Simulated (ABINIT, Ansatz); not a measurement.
# AlBiS3 (Pm-3m): zone-centre phonons, part 3 of 5

Wanted: the vibrations of AlBiS3 (Pm-3m) at Γ, by two programs.

ABINIT 10.8.3; DFT LDA, scalar-relativistic, plane waves, HGH norm-conserving pseudopotentials.

So far. Step 3 (Self-consistent run for the response): The cell stands at -0.62 GPa: the relaxation ran with a smoothed and higher cutoff, and the difference is a stress of the finite basis. Step 4 (Zone-centre response): The acoustic modes at Γ come out as far as 3.3 cm⁻¹ from zero, where they should vanish, a small numerical error. The lowest optical mode is imaginary, 151i cm⁻¹, an instability at this level and on this k mesh. The relaxed cell has a = 4.569 Å (conventional setting).

The structure was built from a prototype and need not be the compound's stable phase.

## 5. Modes with the sum rule

anaddb reads the merged derivatives and imposes the acoustic sum rule.

Input file anaddb.abi:

```
ddb_filepath "gamma_DDB"
output_file "anaddb.abo"
outdata_prefix "anaddb"
asr 1
chneut 1
enunit 2
eivec 1
nph1l 1
qph1l 0.0 0.0 0.0 1.0
```

Input file mrgddb.in:

```
gamma_DDB
merged
2
dfpt_gammao_DDB
gso_DDB
```

The run is started by

```
$ mrgddb < mrgddb.in > mrgddb.log
$ OMP_NUM_THREADS=1 anaddb anaddb.abi > anaddb.log
```

anaddb.abo, the main output file:

```text
-outvars_anaddb: echo values of input variables ----------------------

 Miscellaneous information :
      enunit         2
       eivec         1
         asr         1
 First list of wavevector (reduced coord.) :
       nph1l         1
       qph1l
                     0.00000000E+00  0.00000000E+00  0.00000000E+00    1.000E+00

================================================================================

 read the DDB information and perform some checks

  ==== Info on the Cryst% object ====
 Real(R)+Recip(G) space primitive vectors, cartesian coordinates (Bohr,Bohr^-1):
 R(1)=  8.6342160  0.0000000  0.0000000  G(1)=  0.1158183  0.0000000  0.0000000
 R(2)=  0.0000000  8.6342160  0.0000000  G(2)=  0.0000000  0.1158183  0.0000000
 R(3)=  0.0000000  0.0000000  8.6342160  G(3)=  0.0000000  0.0000000  0.1158183
 Unit cell volume ucvol=  6.4367810E+02 bohr^3
 Angles (23,13,12)=  9.00000000E+01  9.00000000E+01  9.00000000E+01 degrees
 Time-reversal symmetry is present
 Reduced atomic positions [iatom, xred, symbol]:
    1)    0.0000000  0.0000000  0.0000000  Bi
    2)    0.5000000  0.5000000  0.5000000  Al
    3)    0.5000000  0.5000000  0.0000000   S
    4)    0.5000000  0.0000000  0.5000000   S
    5)    0.0000000  0.5000000  0.5000000   S

 DDB file with 3 blocks has been read.

================================================================================

 Treat the first list of vectors

  Phonon wavevector (reduced coordinates) :  0.00000  0.00000  0.00000
 Phonon energies in Hartree :
  -6.889042E-04 -6.889042E-04 -6.889042E-04 -6.803763E-04 -6.803763E-04
  -6.803763E-04  0.000000E+00  0.000000E+00  0.000000E+00  4.739269E-04
   4.739269E-04  4.739269E-04  2.080972E-03  2.080972E-03  2.080972E-03
 Phonon energies in meV     :
- -1.874604E+01 -1.874604E+01 -1.874604E+01 -1.851398E+01 -1.851398E+01
- -1.851398E+01  0.000000E+00  0.000000E+00  0.000000E+00  1.289621E+01
-  1.289621E+01  1.289621E+01  5.662612E+01  5.662612E+01  5.662612E+01
 Phonon frequencies in cm-1    :
- -1.511970E+02 -1.511970E+02 -1.511970E+02 -1.493253E+02 -1.493253E+02
- -1.493253E+02  0.000000E+00  0.000000E+00  0.000000E+00  1.040149E+02
-  1.040149E+02  1.040149E+02  4.567205E+02  4.567205E+02  4.567205E+02
 Phonon frequencies in Thz     :
- -4.532772E+00 -4.532772E+00 -4.532772E+00 -4.476661E+00 -4.476661E+00
- -4.476661E+00  0.000000E+00  0.000000E+00  0.000000E+00  3.118289E+00
-  3.118289E+00  3.118289E+00  1.369214E+01  1.369214E+01  1.369214E+01
 Phonon energies in Kelvin  :
- -2.175388E+02 -2.175388E+02 -2.175388E+02 -2.148458E+02 -2.148458E+02
- -2.148458E+02  0.000000E+00  0.000000E+00  0.000000E+00  1.496543E+02
-  1.496543E+02  1.496543E+02  6.571189E+02  6.571189E+02  6.571189E+02

 Eigendisplacements
 (will be given, for each mode : in cartesian coordinates
   for each atom the real part of the displacement vector,
   then the imaginary part of the displacement vector - absolute values smaller than 1.0d-7 are set to zero)
  Mode number    1   Energy   -6.889042E-04
 Attention : low frequency mode.
   (Could be unstable or acoustic mode)
-  1  0.00000000E+00  0.00000000E+00  0.00000000E+00
-     0.00000000E+00  0.00000000E+00  0.00000000E+00
-  2  0.00000000E+00  0.00000000E+00  0.00000000E+00
-     0.00000000E+00  0.00000000E+00  0.00000000E+00
-  3  0.00000000E+00  0.00000000E+00  0.00000000E+00
-     0.00000000E+00  0.00000000E+00  0.00000000E+00
-  4  0.00000000E+00  0.00000000E+00 -2.92470830E-03
-     0.00000000E+00  0.00000000E+00  0.00000000E+00
-  5  0.00000000E+00  0.00000000E+00  2.92470830E-03
-     0.00000000E+00  0.00000000E+00  0.00000000E+00
  Mode number    2   Energy   -6.889042E-04
 Attention : low frequency mode.
   (Could be unstable or acoustic mode)
-  1  0.00000000E+00  0.00000000E+00  0.00000000E+00
-     0.00000000E+00  0.00000000E+00  0.00000000E+00
-  2  0.00000000E+00  0.00000000E+00  0.00000000E+00
-     0.00000000E+00  0.00000000E+00  0.00000000E+00
-  3  0.00000000E+00  2.92470830E-03  0.00000000E+00
-     0.00000000E+00  0.00000000E+00  0.00000000E+00
-  4  0.00000000E+00  0.00000000E+00  0.00000000E+00
-     0.00000000E+00  0.00000000E+00  0.00000000E+00
-  5  0.00000000E+00 -2.92470830E-03  0.00000000E+00
-     0.00000000E+00  0.00000000E+00  0.00000000E+00
  Mode number    3   Energy   -6.889042E-04
 Attention : low frequency mode.
   (Could be unstable or acoustic mode)
-  1  0.00000000E+00  0.00000000E+00  0.00000000E+00
-     0.00000000E+00  0.00000000E+00  0.00000000E+00
-  2  0.00000000E+00  0.00000000E+00  0.00000000E+00
-     0.00000000E+00  0.00000000E+00  0.00000000E+00
-  3  2.92470830E-03  0.00000000E+00  0.00000000E+00
-     0.00000000E+00  0.00000000E+00  0.00000000E+00
-  4 -2.92470830E-03  0.00000000E+00  0.00000000E+00
-     0.00000000E+00  0.00000000E+00  0.00000000E+00
-  5  0.00000000E+00  0.00000000E+00  0.00000000E+00
-     0.00000000E+00  0.00000000E+00  0.00000000E+00
  Mode number    4   Energy   -6.803763E-04
 Attention : low frequency mode.
   (Could be unstable or acoustic mode)
-  1  0.00000000E+00  0.00000000E+00 -8.44176929E-04
-     0.00000000E+00  0.00000000E+00  0.00000000E+00
-  2  0.00000000E+00  0.00000000E+00 -4.00753107E-05
-     0.00000000E+00  0.00000000E+00  0.00000000E+00
-  3  0.00000000E+00  0.00000000E+00  6.20833450E-04
-     0.00000000E+00  0.00000000E+00  0.00000000E+00
-  4  0.00000000E+00  0.00000000E+00  2.45730265E-03
-     0.00000000E+00  0.00000000E+00  0.00000000E+00
-  5  0.00000000E+00  0.00000000E+00  2.45730265E-03
-     0.00000000E+00  0.00000000E+00  0.00000000E+00
  Mode number    5   Energy   -6.803763E-04
 Attention : low frequency mode.
   (Could be unstable or acoustic mode)
-  1  0.00000000E+00 -8.44176929E-04  0.00000000E+00
-     0.00000000E+00  0.00000000E+00  0.00000000E+00
-  2  0.00000000E+00 -4.00753107E-05  0.00000000E+00
-     0.00000000E+00  0.00000000E+00  0.00000000E+00
-  3  0.00000000E+00  2.45730264E-03  0.00000000E+00
-     0.00000000E+00  0.00000000E+00  0.00000000E+00
-  4  0.00000000E+00  6.20833450E-04  0.00000000E+00
-     0.00000000E+00  0.00000000E+00  0.00000000E+00
-  5  0.00000000E+00  2.45730264E-03  0.00000000E+00
-     0.00000000E+00  0.00000000E+00  0.00000000E+00
  Mode number    6   Energy   -6.803763E-04
 Attention : low frequency mode.
   (Could be unstable or acoustic mode)
-  1  8.44176929E-04  0.00000000E+00  0.00000000E+00
-     0.00000000E+00  0.00000000E+00  0.00000000E+00
-  2  4.00753107E-05  0.00000000E+00  0.00000000E+00
-     0.00000000E+00  0.00000000E+00  0.00000000E+00
-  3 -2.45730265E-03  0.00000000E+00  0.00000000E+00
-     0.00000000E+00  0.00000000E+00  0.00000000E+00
-  4 -2.45730265E-03  0.00000000E+00  0.00000000E+00
-     0.00000000E+00  0.00000000E+00  0.00000000E+00
-  5 -6.20833450E-04  0.00000000E+00  0.00000000E+00
-     0.00000000E+00  0.00000000E+00  0.00000000E+00
  Mode number    7   Energy    0.000000E+00
 Attention : low frequency mode.
   (Could be unstable or acoustic mode)
-  1  0.00000000E+00  0.00000000E+00 -1.28513643E-03
-     0.00000000E+00  0.00000000E+00  0.00000000E+00
-  2  0.00000000E+00  0.00000000E+00 -1.28510087E-03
-     0.00000000E+00  0.00000000E+00  0.00000000E+00
-  3  0.00000000E+00  0.00000000E+00 -1.28509508E-03
-     0.00000000E+00  0.00000000E+00  0.00000000E+00
-  4  0.00000000E+00  0.00000000E+00 -1.28512773E-03
-     0.00000000E+00  0.00000000E+00  0.00000000E+00
-  5  0.00000000E+00  0.00000000E+00 -1.28512773E-03
-     0.00000000E+00  0.00000000E+00  0.00000000E+00
  Mode number    8   Energy    0.000000E+00
 Attention : low frequency mode.
   (Could be unstable or acoustic mode)
-  1  0.00000000E+00  1.28513643E-03  0.00000000E+00
-     0.00000000E+00  0.00000000E+00  0.00000000E+00
-  2  0.00000000E+00  1.28510087E-03  0.00000000E+00
-     0.00000000E+00  0.00000000E+00  0.00000000E+00
-  3  0.00000000E+00  1.28512773E-03  0.00000000E+00
-     0.00000000E+00  0.00000000E+00  0.00000000E+00
-  4  0.00000000E+00  1.28509507E-03  0.00000000E+00
-     0.00000000E+00  0.00000000E+00  0.00000000E+00
-  5  0.00000000E+00  1.28512773E-03  0.00000000E+00
-     0.00000000E+00  0.00000000E+00  0.00000000E+00
  Mode number    9   Energy    0.000000E+00
 Attention : low frequency mode.
   (Could be unstable or acoustic mode)
-  1  1.28513643E-03  0.00000000E+00  0.00000000E+00
-     0.00000000E+00  0.00000000E+00  0.00000000E+00
-  2  1.28510087E-03  0.00000000E+00  0.00000000E+00
-     0.00000000E+00  0.00000000E+00  0.00000000E+00
-  3  1.28512773E-03  0.00000000E+00  0.00000000E+00
-     0.00000000E+00  0.00000000E+00  0.00000000E+00
-  4  1.28512773E-03  0.00000000E+00  0.00000000E+00
-     0.00000000E+00  0.00000000E+00  0.00000000E+00
-  5  1.28509507E-03  0.00000000E+00  0.00000000E+00
-     0.00000000E+00  0.00000000E+00  0.00000000E+00
  Mode number   10   Energy    4.739269E-04
-  1  0.00000000E+00  0.00000000E+00  5.10629352E-04
-     0.00000000E+00  0.00000000E+00  0.00000000E+00
-  2  0.00000000E+00  0.00000000E+00 -3.34786824E-03
-     0.00000000E+00  0.00000000E+00  0.00000000E+00
-  3  0.00000000E+00  0.00000000E+00 -2.15198984E-03
-     0.00000000E+00  0.00000000E+00  0.00000000E+00
-  4  0.00000000E+00  0.00000000E+00  8.20502543E-04
-     0.00000000E+00  0.00000000E+00  0.00000000E+00
-  5  0.00000000E+00  0.00000000E+00  8.20502543E-04
-     0.00000000E+00  0.00000000E+00  0.00000000E+00
  Mode number   11   Energy    4.739269E-04
-  1  0.00000000E+00  5.10629352E-04  0.00000000E+00
-     0.00000000E+00  0.00000000E+00  0.00000000E+00
-  2  0.00000000E+00 -3.34786823E-03  0.00000000E+00
-     0.00000000E+00  0.00000000E+00  0.00000000E+00
-  3  0.00000000E+00  8.20502543E-04  0.00000000E+00
-     0.00000000E+00  0.00000000E+00  0.00000000E+00
-  4  0.00000000E+00 -2.15198984E-03  0.00000000E+00
-     0.00000000E+00  0.00000000E+00  0.00000000E+00
-  5  0.00000000E+00  8.20502543E-04  0.00000000E+00
-     0.00000000E+00  0.00000000E+00  0.00000000E+00
  Mode number   12   Energy    4.739269E-04
-  1  5.10629352E-04  0.00000000E+00  0.00000000E+00
-     0.00000000E+00  0.00000000E+00  0.00000000E+00
-  2 -3.34786823E-03  0.00000000E+00  0.00000000E+00
-     0.00000000E+00  0.00000000E+00  0.00000000E+00
-  3  8.20502543E-04  0.00000000E+00  0.00000000E+00
-     0.00000000E+00  0.00000000E+00  0.00000000E+00
-  4  8.20502543E-04  0.00000000E+00  0.00000000E+00
-     0.00000000E+00  0.00000000E+00  0.00000000E+00
-  5 -2.15198984E-03  0.00000000E+00  0.00000000E+00
-     0.00000000E+00  0.00000000E+00  0.00000000E+00
  Mode number   13   Energy    2.080972E-03
-  1  0.00000000E+00  0.00000000E+00  8.83916706E-06
-     0.00000000E+00  0.00000000E+00  0.00000000E+00
-  2  0.00000000E+00  0.00000000E+00  2.73319666E-03
-     0.00000000E+00  0.00000000E+00  0.00000000E+00
-  3  0.00000000E+00  0.00000000E+00 -3.23107930E-03
-     0.00000000E+00  0.00000000E+00  0.00000000E+00
-  4  0.00000000E+00  0.00000000E+00  4.36811891E-04
-     0.00000000E+00  0.00000000E+00  0.00000000E+00
-  5  0.00000000E+00  0.00000000E+00  4.36811891E-04
-     0.00000000E+00  0.00000000E+00  0.00000000E+00
  Mode number   14   Energy    2.080972E-03
-  1  0.00000000E+00  8.83916706E-06  0.00000000E+00
-     0.00000000E+00  0.00000000E+00  0.00000000E+00
-  2  0.00000000E+00  2.73319666E-03  0.00000000E+00
-     0.00000000E+00  0.00000000E+00  0.00000000E+00
-  3  0.00000000E+00  4.36811891E-04  0.00000000E+00
-     0.00000000E+00  0.00000000E+00  0.00000000E+00
-  4  0.00000000E+00 -3.23107930E-03  0.00000000E+00
-     0.00000000E+00  0.00000000E+00  0.00000000E+00
-  5  0.00000000E+00  4.36811891E-04  0.00000000E+00
-     0.00000000E+00  0.00000000E+00  0.00000000E+00
  Mode number   15   Energy    2.080972E-03
-  1  8.83916706E-06  0.00000000E+00  0.00000000E+00
-     0.00000000E+00  0.00000000E+00  0.00000000E+00
-  2  2.73319666E-03  0.00000000E+00  0.00000000E+00
-     0.00000000E+00  0.00000000E+00  0.00000000E+00
-  3  4.36811891E-04  0.00000000E+00  0.00000000E+00
-     0.00000000E+00  0.00000000E+00  0.00000000E+00
-  4  4.36811891E-04  0.00000000E+00  0.00000000E+00
-     0.00000000E+00  0.00000000E+00  0.00000000E+00
-  5 -3.23107930E-03  0.00000000E+00  0.00000000E+00
-     0.00000000E+00  0.00000000E+00  0.00000000E+00

 Analysis of degeneracies and characters (maximum tolerance=1.00E-06 a.u.)
 For each vibration mode, or group of modes if degenerate,
 the characters are given for each symmetry operation (see the list in the log file).
 Symmetry characters of vibration mode #   1
       degenerate with vibration modes #   2 to    3
  3.0 -3.0 -1.0  1.0 -1.0  1.0 -1.0  1.0 -1.0  1.0  1.0 -1.0 -1.0  1.0  1.0 -1.0
 -0.0  0.0 -0.0  0.0  0.0 -0.0  0.0 -0.0 -1.0  1.0  1.0 -1.0  1.0 -1.0 -1.0  1.0
 -0.0  0.0  0.0 -0.0  0.0 -0.0 -0.0  0.0 -1.0  1.0 -1.0  1.0  1.0 -1.0  1.0 -1.0
 Symmetry characters of vibration mode #   4
       degenerate with vibration modes #   5 to    6
  3.0 -3.0 -1.0  1.0 -1.0  1.0 -1.0  1.0  1.0 -1.0 -1.0  1.0  1.0 -1.0 -1.0  1.0
  0.0 -0.0  0.0 -0.0 -0.0  0.0 -0.0  0.0  1.0 -1.0 -1.0  1.0 -1.0  1.0  1.0 -1.0
  0.0 -0.0 -0.0  0.0 -0.0  0.0  0.0 -0.0  1.0 -1.0  1.0 -1.0 -1.0  1.0 -1.0  1.0
 Symmetry characters of vibration mode #   7
       degenerate with vibration modes #   8 to    9
  3.0 -3.0 -1.0  1.0 -1.0  1.0 -1.0  1.0  1.0 -1.0 -1.0  1.0  1.0 -1.0 -1.0  1.0
  0.0 -0.0 -0.0  0.0 -0.0  0.0 -0.0  0.0  1.0 -1.0 -1.0  1.0 -1.0  1.0  1.0 -1.0
  0.0 -0.0 -0.0  0.0 -0.0  0.0 -0.0  0.0  1.0 -1.0  1.0 -1.0 -1.0  1.0 -1.0  1.0
 Symmetry characters of vibration mode #  10
       degenerate with vibration modes #  11 to   12
  3.0 -3.0 -1.0  1.0 -1.0  1.0 -1.0  1.0  1.0 -1.0 -1.0  1.0  1.0 -1.0 -1.0  1.0
  0.0 -0.0  0.0 -0.0 -0.0  0.0 -0.0  0.0  1.0 -1.0 -1.0  1.0 -1.0  1.0  1.0 -1.0
  0.0 -0.0 -0.0  0.0 -0.0  0.0  0.0 -0.0  1.0 -1.0  1.0 -1.0 -1.0  1.0 -1.0  1.0
 Symmetry characters of vibration mode #  13
       degenerate with vibration modes #  14 to   15
  3.0 -3.0 -1.0  1.0 -1.0  1.0 -1.0  1.0  1.0 -1.0 -1.0  1.0  1.0 -1.0 -1.0  1.0
 -0.0  0.0 -0.0  0.0  0.0 -0.0  0.0 -0.0  1.0 -1.0 -1.0  1.0 -1.0  1.0  1.0 -1.0
 -0.0  0.0  0.0 -0.0  0.0 -0.0 -0.0  0.0  1.0 -1.0  1.0 -1.0 -1.0  1.0 -1.0  1.0
-
```

Wall time 0.7 s (1 thread of Intel Xeon at 2.70GHz, shared host).

Numbers from this step:

* lowest optical zone-centre mode: -151.2 cm⁻¹

No LO-TO term; unit eigenvectors of the mass-weighted matrix, from anaddb's displacements. Modes at Γ, with each element's share of the kinetic energy (negative means imaginary):

| mode | frequency (cm⁻¹) | symmetry | Bi % | Al % | S % |
| --- | --- | --- | --- | --- | --- |
| 1 | -151.2 | T2u | 0 | 0 | 100 |
| 2 | -151.2 | T2u | 0 | 0 | 100 |
| 3 | -151.2 | T2u | 0 | 0 | 100 |
| 4 | -149.3 | T1u | 27 | 0 | 73 |
| 5 | -149.3 | T1u | 27 | 0 | 73 |
| 6 | -149.3 | T1u | 27 | 0 | 73 |
| 7 | 0.0 | acoustic | 63 | 8 | 29 |
| 8 | 0.0 | acoustic | 63 | 8 | 29 |
| 9 | 0.0 | acoustic | 63 | 8 | 29 |
| 10 | 104.0 | T1u | 10 | 55 | 35 |
| 11 | 104.0 | T1u | 10 | 55 | 35 |
| 12 | 104.0 | T1u | 10 | 55 | 35 |
| 13 | 456.7 | T1u | 0 | 37 | 63 |
| 14 | 456.7 | T1u | 0 | 37 | 63 |
| 15 | 456.7 | T1u | 0 | 37 | 63 |

Displacements in mode 1 (-151.2 cm⁻¹), the largest set to 1:
```
Bi1  0.00  0.00  0.00
Al2  0.00  0.00  0.00
S3   0.00  0.00  0.00
S4   0.00  0.00 -1.00
S5   0.00  0.00  1.00
```

Displacements in mode 10 (104.0 cm⁻¹), the largest set to 1:
```
Bi1  0.00  0.00  0.15
Al2  0.00  0.00 -1.00
S3   0.00  0.00 -0.64
S4   0.00  0.00  0.25
S5   0.00  0.00  0.25
```

The rule moves no optical mode by more than 0.2 cm⁻¹.

[end of part 3 of 5]

[Host names and launcher messages were left out of these logs when they were recorded.]

[Logs are printed without paths, hosts, clocks, repeated set-up lines and the standing remarks that a program may print on its own settings, such as how far it seeks lower states.]

[Hosts, paths, dates, database ids (printed as entryN), source tags and the programs' standing remarks are cut or masked in the printed files.]
